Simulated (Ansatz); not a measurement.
# The 3-layer 1T-HfS2 (AA) between two gates

How do the bands of the 3-layer 1T-HfS2 (AA) follow a displacement field between two gates?

Method: plane-wave DFT, PBE-D3(BJ), Ansatz PAW, in Ansatz 0.2.0.

## Step 1: The starting structure

The cell holds 9 atoms: 6 S and 3 Hf. Its edges and angles: a = 3.640 Å, b = 3.640 Å, c = 33.636 Å, α = 90.0°, β = 90.0°, γ = 120.0°. Regions: layer 1: 1T-HfS2, 3 atoms (2 S and 1 Hf); layer 2: 1T-HfS2, 3 atoms (2 S and 1 Hf); layer 3: 1T-HfS2, 3 atoms (2 S and 1 Hf). Vacuum lies along c.

## Step 2: Relaxation

The starting cell is a guess, so the in-plane lattice and the atoms are relaxed first, with the slab cut off from its images along the normal. The program lengthens the vector along the normal by itself, so c and the volume that it reports differ from the typed ones.

The input, input.yaml:

```yaml
crystal:
  lattice:
    - [3.64, 0.0, 0.0]
    - [-1.82, 3.1523324698, 0.0]
    - [0.0, 0.0, 33.6364775722]
  atoms:
    - { symbol: S, position: [0.6666666667, 0.3333333333, 0.2675666612] }
    - { symbol: Hf, position: [0.0, 0.0, 0.3153148118] }
    - { symbol: S, position: [0.3333333333, 0.6666666667, 0.3630629624] }
    - { symbol: S, position: [0.6666666667, 0.3333333333, 0.4522518494] }
    - { symbol: Hf, position: [0.0, 0.0, 0.5] }
    - { symbol: S, position: [0.3333333333, 0.6666666667, 0.5477481506] }
    - { symbol: S, position: [0.6666666667, 0.3333333333, 0.6369370376] }
    - { symbol: Hf, position: [0.0, 0.0, 0.6846851882] }
    - { symbol: S, position: [0.3333333333, 0.6666666667, 0.7324333388] }
  periodic: [true, true, false]
kpoints:
  mp_grid: { grid: [12, 12, 1] }
hamiltonian:
  xc: pbe
  dispersion: d3bj
scf:
  occupations: { method: fermi_dirac, width: 0.05 }
  convergence: { dr2_threshold: 1.0e-09 }
relax:
  f_tol: 0.004
  max_steps: 90
  cell: {}
output:
  write_potential: true
  write_density: true
  volumetric_format: npy
```

The run is started by

```bash
> ansatz run input.yaml --threads 4 --pin off --max-ram 6144MiB --backend cpu --events-out ev --progress --plain --runs-dir out
```

Numbers of over 12 decimals in the logs are rounded to 6 here.

Output:

```text
Warning: crystal.periodic: the lattice vector that does not repeat stood 0.000° off the slab's normal, 33.636 Å along it as the deck builds it. The run solves the slab on a vector along the normal, 55.073 Å long, with every atom where it was (on the deck's vector they left 18.00 Å outside them, and the widest stretch free of ions among them is 3.00 Å). A fractional position that the run reports is one of the run's ce [...]
Warning: relax.cell: scf.convergence.dr2_threshold = 1e-9 eV is looser than the 1.36938574533e-10 eV advised for a relaxation that steers and ends on the stress (1e-10 eV for each atom of the cell: 9, times the square of relax.cell.stress_2d_tol = 0.05 N/m over 25.6 Å (the atoms' height at the walk's start and 5 Å past either face), 1.950e-2 GPa, over a crystal's default 0.05). What an SCF threshold leaves in a stress goes as its square root, and in the free energy as the threshold itself, and one threshold admits the most on a small cell: [figures from the program's tests cut] Set scf.convergence.dr2_threshold to 1.36938574533e-10 eV or tighter. [rest of the remark cut]
crystal.periodic: the lattice vector that does not repeat stood 0.000° off the slab's normal, 33.636 Å along it as the deck builds it. The run solves the slab on a vector along the normal, 55.073 Å long, with every atom where it was (on the deck's vector they left 18.00 Å outside them, and the widest stretch free of ions among them is 3.00 Å). A fractional position that the run reports is one of the run's cell, which [...]
Engine: ansatz 0.2.0, aarch64-unknown-linux-gnu
Pseudopotentials: kind: paw
Pseudopotential: S, paw, valence charge 6, recommended cutoff 420 eV (normal), S.paw.azcp
Pseudopotential: Hf, paw, valence charge 26, recommended cutoff 420 eV (normal), Hf.paw.azcp
Functional definition: PBE
  parameter kappa = 0.804
  parameter beta = 0.066725
  exchange = pbe_x(kappa = kappa, mu = beta*pi^2/3)
  correlation = pbe_c(beta = beta)
Crystal: 9 atoms, lattice volume = 631.934 Å³
Basis set: ecut = 420 eV, 12173 PW (Γ), exchange–correlation on 50×50×750 points (8 copies of the dense FFT grid, shifted against one another)
Bands: 69, of which v1, the nominal top of the filled ones, is band 57 counted from 1 (56 counted from 0)
Symmetry: 12 space group operations
Space group: P-3m1 (ITA 164), of the structure as read, at distance tolerance 8.6e-5 Å
k-points: 19 of 144
Non-local potential: S, projectors of the file, l = 0: 2, l = 1: 2, l = 2: 2
Non-local potential: Hf, projectors of the file, l = 0: 3, l = 1: 2, l = 2: 2, l = 3: 3
PAW form: soft (Blöchl's): semilocal exchange-correlation on the pseudo side does not see the compensation charge
PAW one-centre angular grid: S, 110 points (default); XC on 64 Gauss nodes
PAW one-centre angular grid: Hf, 590 points (default); XC on 64 Gauss nodes
Initial density: superposition of atomic densities (neutral atoms: chi_scale 0, normalization atom), corrected by the library's trained network
Initial wavefunctions: pseudopotential atomic-orbital guess
Functional: x = pbe(κ = 0.804, μ = 0.219515), c = pbe(β = 0.066725)
SCF iter   1: F=—  HF=-52592.270906 eV  |F-HF|=—  |Δ(HF+E_count)|=         —  Δρ=8.47e-4  dr2=8.31e-3  ethr=1.77e-3  ⟨swp⟩=10.1  Hψ=7127  notcnv=0  defer=7
preconditioner: auto → Resta (q_TF=auto, 2.051 Å⁻¹)  ε∞=2.5  [insulator: Δε(μ)=0.736 eV  Ē_g=11.520 eV  σ=0.050 eV  W_gap=1.00  n_scr=88 (ndim 8)  ℏωp=14.0 eV  f_vac=0.659  D(μ)=0.00/eV (n_scr^D=0)  ε∞_Penn≈2.5  vacuum switching on, ρ_ref=9.6e-3 e/Å³]
SCF iter   2: F=—  HF=-52592.271977 eV  |F-HF|=—  |Δ(HF+E_count)|=   1.07e-3  Δρ=5.23e-4  dr2=6.45e-3  ethr=7.29e-6  ⟨swp⟩=4.2  Hψ=4233  notcnv=0  defer=62
SCF iter   3: F=—  HF=-52592.271739 eV  |F-HF|=—  |Δ(HF+E_count)|=   2.38e-4  Δρ=3.31e-4  dr2=1.07e-3  ethr=5.66e-6  ⟨swp⟩=2.3  Hψ=1524  notcnv=0  defer=62
SCF iter   4: F=—  HF=-52592.272237 eV  |F-HF|=—  |Δ(HF+E_count)|=   4.98e-4  Δρ=1.54e-4  dr2=1.73e-4  ethr=9.38e-7  ⟨swp⟩=3.0  Hψ=2004  notcnv=0  defer=62
SCF iter   5: F=—  HF=-52592.272418 eV  |F-HF|=—  |Δ(HF+E_count)|=   1.81e-4  Δρ=4.56e-5  dr2=1.21e-5  ethr=1.52e-7  ⟨swp⟩=3.3  Hψ=2502  notcnv=0  defer=62
SCF iter   6: F=—  HF=-52592.272434 eV  |F-HF|=—  |Δ(HF+E_count)|=   1.64e-5  Δρ=1.57e-5  dr2=1.29e-6  ethr=1.06e-8  ⟨swp⟩=2.9  Hψ=2586  notcnv=0  defer=62
SCF iter   7: F=—  HF=-52592.272383 eV  |F-HF|=—  |Δ(HF+E_count)|=   5.08e-5  Δρ=5.18e-6  dr2=1.51e-7  ethr=1.13e-9  ⟨swp⟩=3.0  Hψ=2899  notcnv=0  defer=62
SCF iter   8: F=—  HF=-52592.272384 eV  |F-HF|=—  |Δ(HF+E_count)|=   2.69e-7  Δρ=1.91e-6  dr2=3.16e-8  ethr=1.33e-10  ⟨swp⟩=3.0  Hψ=2861  notcnv=0  defer=62
SCF iter   9: F=—  HF=-52592.272384 eV  |F-HF|=—  |Δ(HF+E_count)|=   7.45e-8  Δρ=7.42e-7  dr2=5.46e-9  ethr=2.77e-11  ⟨swp⟩=3.2  Hψ=2556  notcnv=0  defer=62
SCF iter  10: F=—  HF=-52592.272384 eV  |F-HF|=—  |Δ(HF+E_count)|=   9.31e-9  Δρ=3.98e-7  dr2=1.49e-9  ethr=1.00e-12  ⟨swp⟩=11.9  Hψ=11016  notcnv=0
SCF iter  11: F=—  HF=-52592.272384 eV  |F-HF|=—  |Δ(HF+E_count)|=  6.04e-10  Δρ=2.18e-7  dr2=1.31e-9  ethr=1.00e-12  ⟨swp⟩=9.8  Hψ=8804  notcnv=0
SCF iter  12: F=-52592.272384 eV  HF=-52592.272384 eV  |F-HF|=4.07e-10  |Δ(HF+E_count)|=   1.06e-9  Δρ=6.55e-8  dr2=5.76e-11  ethr=1.00e-12  ⟨swp⟩=7.5  Hψ=8888  notcnv=0
SCF 1 converged in 12 iterations: F = -52592.272384 eV  dr2 = 5.76e-11
  greatest PAW one-centre occupation: 0.999 electrons in one spin orbital (limit 2), on the Hf atom at site 7 (counted from 0), in its partial waves of l = 0
relax step   1: F+E_penalty+E_count = -52592.27238376 eV  Δ(F+E_penalty+E_count) = +0.000e0 eV  max|allowed force component| = 1.752e0 eV/Å  Δτ_max = 0.0000 Å  P = -12.619 N/m  Ω = 631.934 Å³  fix = [c, alpha, beta]  reactions: c -0.000 N/m  (12 SCF iters, accepted)
Crystal: 9 atoms, lattice volume = 620.885 Å³
Basis set: ecut = 420 eV, 11993 PW (Γ), exchange–correlation on 50×50×750 points (8 copies of the dense FFT grid, shifted against one another)
Initial density: handed on by an earlier stage of this run
Initial wavefunctions: those handed on with the density
iter 1 solved again at ethr=7.82e-4 eV; its pass at ethr=3.10e-3 eV (dr2=8.92e-1 eV) is discarded
SCF iter   1: F=—  HF=-52593.293388 eV  |F-HF|=—  |Δ(HF+E_count)|=         —  Δρ=6.62e-3  dr2=1.06e0  ethr=7.82e-4  ⟨swp⟩=3.1  Hψ=7949  notcnv=0
eigensolver tolerance schedule calibrated: the retry pair's looser diagonalisation under-reported the residual by θ = 0.16 (0.26/decade); ethr = c·dr2/N_el runs at the constant in force after the calibration composes with the one it found (an armed cap, an earlier calibration), c = 1.5e-2
[...]
SCF iter   8: F=—  HF=-52593.162787 eV  |F-HF|=—  |Δ(HF+E_count)|=   4.67e-5  Δρ=9.84e-6  dr2=4.60e-7  ethr=1.99e-9  ⟨swp⟩=2.9  Hψ=2855  notcnv=0  defer=51
SCF iter   9: F=—  HF=-52593.162787 eV  |F-HF|=—  |Δ(HF+E_count)|=   5.32e-8  Δρ=2.94e-6  dr2=5.03e-8  ethr=4.03e-10  ⟨swp⟩=2.8  Hψ=2831  notcnv=0  defer=51
SCF iter  10: F=—  HF=-52593.162787 eV  |F-HF|=—  |Δ(HF+E_count)|=   1.54e-8  Δρ=1.01e-6  dr2=6.39e-9  ethr=4.41e-11  ⟨swp⟩=2.9  Hψ=3030  notcnv=0  defer=51
SCF iter  11: F=—  HF=-52593.162787 eV  |F-HF|=—  |Δ(HF+E_count)|=   6.14e-9  Δρ=3.69e-7  dr2=1.51e-9  ethr=1.00e-12  ⟨swp⟩=11.9  Hψ=11098  notcnv=0
SCF iter  12: F=—  HF=-52593.162787 eV  |F-HF|=—  |Δ(HF+E_count)|=  6.55e-10  Δρ=2.60e-7  dr2=3.23e-9  ethr=1.00e-12  ⟨swp⟩=10.7  Hψ=9274  notcnv=0
SCF iter  13: F=-52593.162787 eV  HF=-52593.162787 eV  |F-HF|=5.24e-10  |Δ(HF+E_count)|=  1.02e-10  Δρ=9.76e-8  dr2=1.05e-10  ethr=1.00e-12  ⟨swp⟩=8.1  Hψ=9137  notcnv=0
SCF 3 converged in 13 iterations: F = -52593.162787 eV  dr2 = 1.05e-10
relax step   3: F+E_penalty+E_count = -52593.16278674 eV  Δ(F+E_penalty+E_count) = -1.104e-1 eV  max|allowed force component| = 7.677e-2 eV/Å  Δτ_max = 0.1914 Å  P = -0.925 N/m  Ω = 622.914 Å³  energy of the carried Pulay correction = +3.618e-4 eV  fix = [c, alpha, beta]  reactions: c -0.000 N/m  (13 SCF iters, accepted)
[...]
relax step   4: F+E_penalty+E_count = -52593.19100709 eV  Δ(F+E_penalty+E_count) = -2.822e-2 eV  max|allowed force component| = 6.668e-2 eV/Å  Δτ_max = 0.1936 Å  P = -0.161 N/m  Ω = 620.260 Å³  energy of the carried Pulay correction = +4.692e-4 eV  fix = [c, alpha, beta]  reactions: c -0.000 N/m  (12 SCF iters, accepted)
[...]
relax step   5: F+E_penalty+E_count = -52593.19424658 eV  Δ(F+E_penalty+E_count) = -3.239e-3 eV  max|allowed force component| = 2.256e-2 eV/Å  Δτ_max = 0.1412 Å  P = +0.049 N/m  Ω = 621.177 Å³  energy of the carried Pulay correction = +4.320e-4 eV  fix = [c, alpha, beta]  reactions: c +0.000 N/m  (11 SCF iters, accepted)
[...]
relax step   6: F+E_penalty+E_count = -52593.19527082 eV  Δ(F+E_penalty+E_count) = -1.024e-3 eV  max|allowed force component| = 5.830e-3 eV/Å  Δτ_max = 0.0273 Å  P = +0.002 N/m  Ω = 621.542 Å³  energy of the carried Pulay correction = +4.172e-4 eV  fix = [c, alpha, beta]  reactions: c +0.000 N/m  (10 SCF iters, accepted)
[...]
relax step   7: F+E_penalty+E_count = -52593.19546414 eV  Δ(F+E_penalty+E_count) = -1.933e-4 eV  max|allowed force component| = 1.354e-3 eV/Å  Δτ_max = 0.0182 Å  P = -0.007 N/m  Ω = 621.486 Å³  energy of the carried Pulay correction = +4.195e-4 eV  fix = [c, alpha, beta]  reactions: c -0.000 N/m  (9 SCF iters, accepted)
Initial wavefunctions: pseudopotential atomic-orbital guess (no wavefunctions were taken with the density)
iter 1 solved again at ethr=9.89e-8 eV; its pass at ethr=3.10e-3 eV (dr2=1.13e-4 eV) is discarded
SCF iter   1: F=—  HF=-52593.194995 eV  |F-HF|=—  |Δ(HF+E_count)|=         —  Δρ=8.54e-6  dr2=7.08e-8  ethr=9.89e-8  ⟨swp⟩=6.7  Hψ=14829  notcnv=0
SCF iter   2: F=—  HF=-52593.195003 eV  |F-HF|=—  |Δ(HF+E_count)|=   7.59e-6  Δρ=5.78e-6  dr2=9.13e-8  ethr=6.21e-11  ⟨swp⟩=4.9  Hψ=4899  notcnv=0
SCF iter   3: F=—  HF=-52593.195003 eV  |F-HF|=—  |Δ(HF+E_count)|=   8.82e-9  Δρ=2.88e-6  dr2=1.44e-8  ethr=6.21e-11  ⟨swp⟩=2.2  Hψ=2344  notcnv=0
SCF iter   4: F=—  HF=-52593.195003 eV  |F-HF|=—  |Δ(HF+E_count)|=   1.40e-8  Δρ=1.12e-6  dr2=6.40e-9  ethr=1.26e-11  ⟨swp⟩=3.2  Hψ=3073  notcnv=0
SCF iter   5: F=-52593.195003 eV  HF=-52593.195003 eV  |F-HF|=5.31e-10  |Δ(HF+E_count)|=   1.25e-9  Δρ=2.78e-7  dr2=1.61e-10  ethr=1.00e-12  ⟨swp⟩=15.3  Hψ=12838  notcnv=0
SCF 8 converged in 5 iterations: F = -52593.195003 eV  dr2 = 1.61e-10
relax step   8: F+E_penalty+E_count = -52593.19500253 eV  Δ(F+E_penalty+E_count) = +4.616e-4 eV  max|allowed force component| = 1.266e-3 eV/Å  Δτ_max = 0.0000 Å  P = -0.004 N/m  Ω = 621.486 Å³  fix = [c, alpha, beta]  reactions: c -0.000 N/m  stress off target by 3.77e-3 N/m on what of the cell is left free  SCF on the basis re-selected at this cell (its energy is not comparable with the rows above)  (5 SCF iters)
basis re-selected at this cell: Δ(F+E_penalty+E_count) = +4.616e-4 eV, ΔP = +0.004 N/m vs the last step (what re-selecting the basis moved, of the pressure what is left beyond the Pulay correction that the steps carried, after the strain that the cell walked since its last selection, with what the two solves' SCF thresholds leave and, on support functions, any second-order correction that the steps lacked; it is no m [...]
SCF converged after 5 iterations
Free energy (F): -52593.195003 eV
Harris-Foulkes:  -52593.195003 eV  (|F-HF|=5.31e-10)
Internal energy: -52593.195000 eV  (E = F + TS)
E sigma→0 (E₀):  -52593.195001 eV
Entropy (-TS):   -0.000002 eV (-0.000 meV/atom)
Fermi energy:    -5.769111 eV
--- Per-component energies (eV) ---
  E_band       = -2369.812622
  E_kinetic    = 1904.318413
  E_local      = -880187.937547  (includes V_loc(G=0)·N_el)
  E_nonlocal   = -3560.397308
  E_hartree    = 438276.084293
  E_xc         = -1482.763476
  E_vxc        = -1322.994899  (∫ρ·V_xc dr)
  E_paw        = -24382.454669  (= ΣΔE_a)
  E_vpaw       = 4245.029057  (= ΣTr[D̂ρ^β])
  E_aug_tail   = 0.000005  (compensation charges beyond the density's cutoff)
  E_ewald      = 416842.662219
  E_disp       = -2.706931  (pairwise vdW)
  E_smearing   = -0.000002  (= −TS)
  E_closure    = 0.000000  (closes the sum)
  Σ components = -52593.195003   (vs F -52593.195003, Δ=0.00e0)
--- Forces (eV/Å), atoms counted from 1 ---
  atom   1  S     -0.00000000     0.00000000     0.00027554
  atom   2  Hf     0.00000000    -0.00000000    -0.00000538
  atom   3  S      0.00000000    -0.00000000    -0.00096330
  atom   4  S      0.00000000     0.00000000     0.00126556
  atom   5  Hf    -0.00000000     0.00000000     0.00000000
  atom   6  S      0.00000000    -0.00000000    -0.00126556
  atom   7  S      0.00000000     0.00000000     0.00096330
  atom   8  Hf     0.00000000     0.00000000     0.00000538
  atom   9  S     -0.00000000    -0.00000000    -0.00027554
  max |Σ_I F_I| component: 2.89e-19 eV/Å
--- 2D stress c σ (N/m, compression-positive) ---
       -0.003765       0.000000       0.000000
        0.000000      -0.003765       0.000000
        0.000000       0.000000      -0.000000
  P = ½ c Tr σ = -0.0038 N/m
--- Band table (eV; the first three rows and the last of 19) ---
  k-point 0: bands = [... 53 lower, -6.3549, -6.3549, -6.3078, -6.3078, -4.3118, -4.3118, -4.2826, -4.2826, ... 8 higher]
  k-point 1: bands = [... 53 lower, -6.6498, -6.5583, -6.5006, -6.3975, -4.2938, -4.2598, -4.2433, -4.0577, ... 8 higher]
  k-point 2: bands = [... 53 lower, -6.9433, -6.8747, -6.8093, -6.4380, -4.4552, -4.4294, -4.4206, -3.5235, ... 8 higher]
  k-point 18: bands = [... 53 lower, -8.1865, -8.1264, -8.1264, -7.9729, -3.5970, -3.5066, -3.4416, -2.8982, ... 8 higher]
  the weakly bound empty levels are not read free of the cell's end (no_gap_told)
--- Relaxed structure (7 steps of the walk, 7 accepted, 1 SCFs on fresh bases) ---
  F+E_penalty+E_count = -52593.19500253 eV   max|allowed force component| = 1.266e-3 eV/Å   (the final SCF, on the basis selected at the relaxed cell)
  cell:  # Å, volume = 621.4865 Å³
    - [3.609785, 0, 0]
    - [-1.804892, 3.126165, 0]
    - [0, 0, 55.072955]
  atoms:
    - { symbol: S, position: [0.666667, 0.333333, 0.173977] }
    - { symbol: Hf, position: [-8.828817606049707e-18, 0, 0.200466] }
    - { symbol: S, position: [0.333333, 0.666667, 0.226896] }
    - { symbol: S, position: [0.666667, 0.333333, 0.278962] }
    - { symbol: Hf, position: [0, 0, 0.305381] }
    - { symbol: S, position: [0.333333, 0.666667, 0.331800] }
    - { symbol: S, position: [0.666667, 0.333333, 0.383866] }
    - { symbol: Hf, position: [8.828817606049712e-18, 0, 0.410296] }
    - { symbol: S, position: [0.333333, 0.666667, 0.436785] }
```

Run time: 2.3 min. Hardware: 4 threads of Arm Neoverse V2, shared host; peak memory 1.7 GiB.

Step by step:

```tsv
step	energy less that of the first step (eV)	largest force component (eV/Å)	volume (Å³)
1	0.0000	1.7523	631.93
2	-0.7800	0.6269	620.89
3	-0.8904	0.0768	622.91
4	-0.9186	0.0667	620.26
5	-0.9219	0.0226	621.18
6	-0.9229	0.0058	621.54
7	-0.9231	0.0014	621.49
8*	-0.9226	0.0013	621.49
```

Relaxation steps marked * repeat the geometry before them on a plane-wave basis chosen anew for their cell, so energy and pressure can jump there.

Forces are held to the 12 operations that the run works with; a distortion that breaks them can't arise in this run.

```tsv
cell as run	before	after	change
a (Å)	3.640	3.610	-0.8 %
b (Å)	3.640	3.610	-0.8 %
```

The atoms that moved most (Å, along periodic axes as changes of fractional coordinates times the final cell, across vacuum about the mean position):

```tsv
atom	dx	dy	dz	length
S9	0.000	0.000	-0.581	0.581
S1	0.000	0.000	0.581	0.581
Hf2	0.000	0.000	0.434	0.434
Hf8	0.000	0.000	-0.434	0.434
S7	0.000	0.000	-0.284	0.284
S3	0.000	0.000	0.284	0.284
S4	0.000	0.000	0.151	0.151
S6	0.000	0.000	-0.151	0.151
```

The lattice constant a goes from 3.640 to 3.610 Å.

(Part 1 of 3 ends here.)

[Logs are printed without paths, hosts, clocks, repeated set-up lines and the standing remarks that a program may print on its own settings, such as how far it seeks lower states.]

[Hosts, paths, dates, database ids (printed as entryN), source tags and the programs' standing remarks are cut or masked in the printed files.]

[Maps of the electrostatic potential energy from Ansatz leave out the sawtooth potential of an applied field or a dipole correction, so their vacuum need not be flat; planar profiles and work functions include it.]
